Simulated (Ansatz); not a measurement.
# WS2 (Tungstenite): converging the G0W0 gap, part 2 of 2

Aim: see how the G0W0 gap of WS2 (Tungstenite) on PBE moves with empty bands and screening cutoff, and what each rung costs.

Ansatz 0.2.0; G0W0 on PBE, plane waves, PAW. Known limits of the many-body steps: not at the basis limit; no spin-orbit coupling.

So far. Step 4 (867 empty bands, screening to 230 eV): Against the run with 6×6×2 mesh, 402 empty bands, screening to 138 eV, the gap moves by +0.03 eV.

The database entry behind the starting cell differs from later determinations by our own check (an axis about 1.4 % long against later determinations), so it need not match the best structure at ambient conditions.

## 5. Changing the frequency model: 6×6×2 mesh, 867 empty bands, screening to 230 eV, plasmon pole

A plasmon pole stands in for the full frequency dependence of the screening; this run shows what that costs in accuracy.

The input, input.yaml:

```yaml
crystal:
  lattice:
    - [3.18, 0.0, 0.0]
    - [-1.59, 2.753960784, 0.0]
    - [0.0, 0.0, 12.5]
  atoms:
    - { symbol: W, position: [0.3333333333, 0.6666666667, 0.25] }
    - { symbol: W, position: [0.6666666667, 0.3333333333, 0.75] }
    - { symbol: S, position: [0.3333333333, 0.6666666667, 0.625] }
    - { symbol: S, position: [0.6666666667, 0.3333333333, 0.125] }
    - { symbol: S, position: [0.3333333333, 0.6666666667, 0.875] }
    - { symbol: S, position: [0.6666666667, 0.3333333333, 0.375] }
kpoints:
  mp_grid: { grid: [6, 6, 2] }
hamiltonian:
  xc: pbe
scf:
  occupations: { method: fixed }
gw:
  n_empty_bands: 867
  ecut_chi: 230.0
  qp_bands: [v2, c2]
  qp_kpoints: band_edges
  screening: { model: godby_needs }
```

The run is started by

```
$ ansatz run input.yaml --threads 3 --pin off --max-ram 64512MiB --backend cuda --events-out ev --progress --plain --runs-dir out --devices 1 --max-vram 24GiB  # rebuilt from the run's record
```

Numbers of over 12 decimals in the logs are rounded to 6 here.

What it wrote:

```text
GPUs: using 1 of 1 available (devices: 1).
[...]
GPU FFT provider: cuFFT
GPU libraries: cuBLAS 13.8.2, cuFFT 12.4.0, cuSOLVER 12.3.4
Crystal: 6 atoms, lattice volume = 109.470 Å³
Basis set: ecut = 420 eV, 2129 PW (Γ)
Bands: 32, of which v1, the nominal top of the filled ones, is band 26 counted from 1 (25 counted from 0)
Symmetry: 24 space group operations
[...]
k-points: 14 of 72
[...]
1    28     13.5077   -13.6700    -4.3879   -18.2965  0.7870    13.7464    13.7461  root
[...]
13    25     10.6075   -18.8759     0.3678   -18.1348  0.7856    10.2339    10.2343  root
    13    26     10.6075   -18.8759     0.3678   -18.1348  0.7856    10.2339    10.2343  root
    13    27     12.4366   -15.7105    -3.9505   -19.8326  0.7868    12.6083    12.6082  root
    13    28     12.4366   -15.7105    -3.9505   -19.8326  0.7868    12.6083    12.6082  root
[key lines of the parts left out:]
SCF converged after 6 iterations
Free energy (F): -24382.796141 eV
Fermi energy:    11.265030 eV
```

It took 84 s on 1 × NVIDIA H100 80GB HBM3 (shared by 3 runs) with 3 threads of AMD EPYC 7R13 (Zen 3), shared host; peak memory 6.7 GiB; 2.3 min of CPU time.

Numbers from this step:

```yaml
bands_summed: 893
plasmon_pole_fit_frequency: 25.59 eV
rpa_eps_infinity_on_this_mesh_eigenvalues: 5.404, 13.93, 13.93
plane_waves_in_the_screening_matrix: 835
g0w0_gap_on_the_mesh: 1.473 eV
k_of_the_valence_top: 0, 0, 0
k_of_the_conduction_bottom: 0.1667, 0.1667, 0
starting_gap_on_the_mesh: 1.047 eV
least_direct_g0w0_gap_on_the_computed_points: 2.269 eV
```

Against the run with 6×6×2 mesh, 867 empty bands, screening to 230 eV, the gap moves by +0.007 eV.

## 6. Changing the files and raising the bands: 6×6×2 mesh, 1285 empty bands, screening to 299 eV, hard PAW files

Other atomic data (hard PAW) test the pseudisation: the cutoff goes from 420 to 760 eV and the valence electrons from 52 to 80, which opens shells that were frozen. Bands and screening cutoff change too, so the step is no clean test of the files.

Changes to input.yaml since step 5:

```diff
@@ -16,2 +16,3 @@
   xc: pbe
+  pseudopotentials: { kind: paw, source: ansatz }
 scf:
@@ -19,6 +20,6 @@
 gw:
-  n_empty_bands: 867
-  ecut_chi: 230.0
+  n_empty_bands: 1285
+  ecut_chi: 299.0
   qp_bands: [v2, c2]
   qp_kpoints: band_edges
-  screening: { model: godby_needs }
+  screening: { model: contour_deformation }
```

What it wrote:

```text
GPUs: using 1 of 1 available (devices: 1).
[...]
GPU FFT provider: cuFFT
GPU libraries: cuBLAS 13.8.2, cuFFT 12.4.0, cuSOLVER 12.3.4
Crystal: 6 atoms, lattice volume = 109.470 Å³
Basis set: ecut = 760 eV, 5163 PW (Γ)
Bands: 48, of which v1, the nominal top of the filled ones, is band 40 counted from 1 (39 counted from 0)
Symmetry: 24 space group operations
[...]
k-points: 14 of 72
[...]
1    42     15.0130   -13.6901    -4.5676   -18.3132  0.7538    15.0686    15.0685  root
[...]
13    39     12.1136   -18.8984     0.2418   -18.1499  0.7542    11.6037    11.6069  root
    13    40     12.1136   -18.8984     0.2418   -18.1499  0.7542    11.6037    11.6069  root
    13    41     13.9426   -15.7219    -4.1679   -19.8377  0.7508    13.8905    13.8905  root
    13    42     13.9426   -15.7219    -4.1679   -19.8377  0.7508    13.8905    13.8905  root
[key lines of the parts left out:]
SCF converged after 9 iterations
Free energy (F): -39375.378415 eV
Fermi energy:    12.769841 eV
```

Wall time 97 s (1 × NVIDIA H100 80GB HBM3 (shared by 3 runs) with 3 threads); peak memory 6.8 GiB; 2.9 min of CPU time.

This step gave:

```yaml
bands_summed: 1325
rpa_eps_infinity_on_this_mesh_eigenvalues: 5.402, 13.92, 13.92
plane_waves_in_the_screening_matrix: 1301
g0w0_gap_on_the_mesh: 1.478 eV
k_of_the_valence_top: 0, 0, 0
k_of_the_conduction_bottom: 0.1667, 0.1667, 0
starting_gap_on_the_mesh: 1.048 eV
least_direct_g0w0_gap_on_the_computed_points: 2.187 eV
```

Against the run with 6×6×2 mesh, 867 empty bands, screening to 230 eV, the gap moves by +0.011 eV.

## 7. Convergence and cost

Times are wall times on 1 × NVIDIA H100 80GB HBM3 (shared by 3 runs) with 3 threads of AMD EPYC 7R13 (Zen 3), shared host, good to a factor of about two.

| mesh | files | frequency | bands summed | cutoff (eV) | start (eV) | G0W0 (eV) | time | host memory (GiB) |
| --- | --- | --- | --- | --- | --- | --- | --- | --- |
| 6×6×2 | default PAW | contour deformation | 168 | 69 | 1.047 | 1.364 | 15 s | 1.2 |
| 6×6×2 | default PAW | contour deformation | 428 | 138 | 1.047 | 1.437 | 16 s | 1.7 |
| 6×6×2 | default PAW | contour deformation | 893 | 230 | 1.047 | 1.467 | 45 s | 3.3 |
| 6×6×2 | default PAW | plasmon pole | 893 | 230 | 1.047 | 1.473 | 84 s | 6.7 |
| 6×6×2 | hard PAW | contour deformation | 1325 | 299 | 1.048 | 1.478 | 97 s | 6.8 |

The parts of the quasiparticle energy at the two band edges (eV; QP = start + Σx + Σc − Vxc):

| run | edge | start | Σx | Σc | Vxc | Z | QP |
| --- | --- | --- | --- | --- | --- | --- | --- |
| 168 bands | valence top | 11.27 | -19.44 | 0.84 | -18.76 | 0.76 | 11.43 |
| 168 bands | conduction bottom | 12.31 | -12.93 | -3.48 | -16.89 | 0.77 | 12.80 |
| 428 bands | valence top | 11.27 | -19.44 | 0.45 | -18.76 | 0.75 | 11.04 |
| 428 bands | conduction bottom | 12.31 | -12.93 | -3.80 | -16.89 | 0.76 | 12.47 |
| 893 bands | valence top | 11.27 | -19.44 | 0.27 | -18.76 | 0.75 | 10.86 |
| 893 bands | conduction bottom | 12.31 | -12.93 | -3.95 | -16.89 | 0.76 | 12.33 |

## 8. Outcome

| Item | Value |
| --- | --- |
| 168 bands, 69 eV | 1.364 eV |
| 428 bands, 138 eV | 1.437 eV |
| 893 bands, 230 eV | 1.467 eV |
| estimated limit in bands and cutoff | 1.49 eV |
| mesh and start | 6×6×2, PBE |

A line in one over the bands through the two highest rungs gives 1.49 eV, +0.03 eV from the top rung; the pair below gives 1.48 eV, in fair agreement. The rungs stand 0.13 eV (168 bands), 0.06 eV (428 bands) and 0.03 eV (893 bands) from it. From 168 to 893 bands the gap moves by +0.10 eV while the time grows 3.0-fold. Σc changes by −0.57 eV at the valence top and −0.47 eV at the conduction bottom, so the levels themselves move more than the gap between them. The plasmon-pole model gives +0.01 eV against contour deformation, 2 % of the correction (the least direct gap moves by +0.06 eV), and saved no time in this program. With hard PAW files and 1325 bands the gap is 1.48 eV; the line for the default PAW files gives 1.48 eV at that count, a difference of +0.002 eV that holds the line's own error too. The cheapest rung within 0.1 eV of this estimate is that with 428 bands (16 s). The many-body steps are scalar-relativistic: spin-orbit coupling is not in them.

[Paths, hosts, dates, memory and timing lines, banners, echoed tables and standing remarks are left out of the program output.]

[Logs are printed without paths, hosts, clocks, repeated set-up lines and the standing remarks that a program may print on its own settings, such as how far it seeks lower states.]

[Runs of the session that timed out or met a known fault of the program may be left out.]

[Cells called generated may have been cut or substituted from an entry of the Crystallography Open Database or the Materials Project.]

[Hosts, paths, dates, database ids (printed as entryN), source tags and the programs' standing remarks are cut or masked in the printed files.]
